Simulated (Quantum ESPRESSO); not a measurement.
Consider SnO2 (Cassiterite, P4_2/mnm).

```cif
data_structure
_symmetry_space_group_name_H-M 'P 1'
_symmetry_Int_Tables_number 1
_cell_length_a 4.7380
_cell_length_b 4.7380
_cell_length_c 3.1865
_cell_angle_alpha 90.000
_cell_angle_beta 90.000
_cell_angle_gamma 90.000
_cell_volume 71.53
loop_
_atom_site_label
_atom_site_type_symbol
_atom_site_fract_x
_atom_site_fract_y
_atom_site_fract_z
_atom_site_occupancy
Sn1 Sn 0.50000 0.50000 0.50000 1
Sn2 Sn 0.00000 0.00000 0.00000 1
O3 O 0.80710 0.19290 0.50000 1
O4 O 0.69290 0.69290 0.00000 1
O5 O 0.19290 0.80710 0.50000 1
O6 O 0.30710 0.30710 0.00000 1
```

Absorber: atom 3, with 3 Sn at 2.05 Å (distorted trigonal planar, site symmetry m2m). Method: Quantum ESPRESSO XSpectra, PBE, full core hole (charged cell), 12-atom cell with 5.7 Å between holes, 5×5×5 k points, dipole transitions, Lorentzian half width 0.3 eV up to 4 eV, rising linearly to 2.5 eV at 25 eV (counted from xe0, 0.4 eV below the zero used here).

Where do the maxima of the O K edge fall?

Main maxima up to 24 eV above the zero (height): 4.2 eV (2.03) and 9.4 eV (2.11). A K edge sees empty p states on the absorber. The total-energy difference plus the lowest empty eigenvalue puts the zero at 537.18 eV. One term is added: -8.91 eV, since the hole is spin-paired here and a spin-polarised one costs that much less in the free atom (computed apart). The photon energy is then 528.27 eV. The functional and the charged cell's background leave an error of a few eV in such absolute values.

The O K spectrum (energy from the lowest empty level; intensity scaled to a mean of 1 over the first 20 eV; the points at xe0, where the cut of filled states can leave a spike, are interpolated; polarised curves are means over the symmetry-equivalent atoms):

| E (eV) | isotropic | ε ⊥ c | ε ∥ c |
| --- | --- | --- | --- |
| -2.00 | 0.03 | 0.02 | 0.03 |
| -1.25 | 0.04 | 0.03 | 0.04 |
| -0.50 | 0.05 | 0.04 | 0.06 |
| 0.25 | 0.07 | 0.06 | 0.09 |
| 1.00 | 0.16 | 0.14 | 0.20 |
| 1.75 | 0.33 | 0.28 | 0.43 |
| 2.50 | 0.70 | 0.62 | 0.86 |
| 3.25 | 1.47 | 1.31 | 1.79 |
| 4.00 | 1.92 | 1.31 | 3.14 |
| 4.75 | 1.57 | 1.04 | 2.61 |
| 5.50 | 1.07 | 0.86 | 1.50 |
| 6.25 | 0.93 | 0.86 | 1.08 |
| 7.00 | 1.22 | 1.09 | 1.50 |
| 7.75 | 1.49 | 1.39 | 1.69 |
| 8.50 | 1.68 | 1.61 | 1.81 |
| 9.25 | 2.06 | 2.12 | 1.95 |
| 10.00 | 1.99 | 2.22 | 1.51 |
| 10.75 | 1.69 | 1.95 | 1.18 |
| 11.50 | 1.36 | 1.53 | 1.02 |
| 12.25 | 0.99 | 1.08 | 0.82 |
| 13.00 | 0.76 | 0.81 | 0.65 |
| 13.75 | 0.63 | 0.68 | 0.55 |
| 14.50 | 0.56 | 0.60 | 0.48 |
| 15.25 | 0.53 | 0.56 | 0.47 |
| 16.00 | 0.53 | 0.55 | 0.49 |
| 16.75 | 0.56 | 0.57 | 0.53 |
| 17.50 | 0.59 | 0.61 | 0.55 |
| 18.25 | 0.62 | 0.64 | 0.57 |
| 19.00 | 0.64 | 0.67 | 0.58 |
| 19.75 | 0.65 | 0.68 | 0.60 |
| 20.50 | 0.66 | 0.68 | 0.63 |
| 21.25 | 0.68 | 0.69 | 0.66 |
| 22.00 | 0.70 | 0.70 | 0.70 |
| 22.75 | 0.73 | 0.72 | 0.76 |
| 23.50 | 0.76 | 0.73 | 0.82 |
| 24.25 | 0.79 | 0.73 | 0.89 |
| 25.00 | 0.81 | 0.74 | 0.96 |
| 25.75 | 0.84 | 0.75 | 1.01 |
| 26.50 | 0.85 | 0.77 | 1.03 |
| 27.25 | 0.86 | 0.78 | 1.02 |
| 28.00 | 0.85 | 0.79 | 0.98 |
| 28.75 | 0.84 | 0.80 | 0.93 |
| 29.50 | 0.85 | 0.82 | 0.90 |
| 30.25 | 0.87 | 0.85 | 0.90 |
| 31.00 | 0.89 | 0.89 | 0.90 |
| 31.75 | 0.92 | 0.92 | 0.91 |

The holes are only 5.7 Å apart, so the shape is probably not converged with cell size; no larger cell was run here. The structure is a published determination, not relaxed.

[Banner, clock and machine lines of the logs are left out without a mark of their own.]

[Logs are printed without paths, hosts, clocks, repeated set-up lines and the standing remarks that a program may print on its own settings, such as how far it seeks lower states.]

[Hosts, paths, dates, database ids (printed as entryN), source tags and the programs' standing remarks are cut or masked in the printed files.]

[Lists of maxima count a maximum above −3 eV only where it reaches 4 % of the highest in the window and stands out from its surroundings by 2 % of it (1.5 % where it reaches 55 %); shoulders and weaker maxima are passed over, and of the rest the first, up to two pre-edge ones and the few strongest are named.]
